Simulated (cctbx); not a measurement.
**Yb3MnSe6 across an absorption edge**

Space group Pnnm (no. 58), a = 13.8630 Å, b = 17.2240 Å, c = 4.0400 Å, α = 90.00°, β = 90.00°, γ = 90.00°.

| atom | mult. | x | y | z | Ueq (Å²) |
| --- | --- | --- | --- | --- | --- |
| Yb1 | 4 | 0.7490 | 0.6043 | 1/2 | 0.0024 |
| Yb2 | 4 | 0.9618 | 0.7769 | 1/2 | 0.0026 |
| Yb3 | 4 | 0.1849 | 0.6483 | 1/2 | 0.0035 |
| Se1 | 4 | 0.9792 | 0.6016 | 1/2 | 0.0035 |
| Se2 | 4 | 0.0968 | 0.9132 | 1/2 | 0.0049 |
| Se3 | 4 | 0.3098 | 0.0212 | 1/2 | 0.0049 |
| Se4 | 4 | 0.3161 | 0.7868 | 1/2 | 0.0035 |
| Se5 | 4 | 0.3896 | 0.6165 | 1/2 | 0.0029 |
| Se6 | 4 | 0.3913 | 0.2456 | 1/2 | 0.0046 |
| Mn1 | 2 | 1/2 | 1/2 | 1/2 | 0.0055 |
| Mn2 | 2 | 1/2 | 0 | 1/2 | 0.0035 |

The model was made for the exercise: a known structure type with other elements put in, its volume estimated, not relaxed; displacement parameters are assumed.

Calculated with cctbx: free-atom f′ and f″ from the Sasaki tables, no fine structure; amplitudes in electrons.

```
E (eV)  F 2 3 0  F 0 4 0  F 2 1 0  F 1 4 0
 12058    138.2    133.5     38.7    206.2
 12408    139.9    134.8     38.8    210.0
 12538    140.8    135.4     38.8    212.4
 12598    141.6    135.7     38.8    214.6
 12628    142.4    136.0     38.7    216.7
 12643    143.1    136.2     38.6    218.8
 12650    143.7    136.4     38.6    220.6
 12654    144.4    136.6     38.5    222.5
 12662    144.2    136.5     38.5    221.9
 12666    143.4    136.3     38.6    219.5
 12673    142.7    136.1     38.7    217.4
 12688    141.9    135.9     38.8    215.3
 12718    141.2    135.8     38.9    213.2
 12808    140.4    135.7     39.0    210.5
 13058    139.8    135.9     39.2    208.1
```

**Question.** Which edge is crossed, and why do the reflections move as they do?

The K edge of Se. The edge is at 12658 eV. f′ of Se falls from -4.2 e at 12538 eV to -7.6 e at 4 eV below it, and f″ steps from 0.50 to 3.84 e across it. Over that approach |F| changes by +3 % (2 3 0), +1 % (0 4 0), -1 % (2 1 0) and +5 % (1 4 0): a reflection falls where Se scatters in phase with the total and rises where it scatters against it; it hardly moves where the Se term is small or cancels by symmetry. Above the edge the larger f″ enters the imaginary part, where it can add to or cancel the other atoms' f″. The structure is centrosymmetric, so Friedel mates stay equal.

[Logs are printed without paths, hosts, clocks, repeated set-up lines and the standing remarks that a program may print on its own settings, such as how far it seeks lower states.]
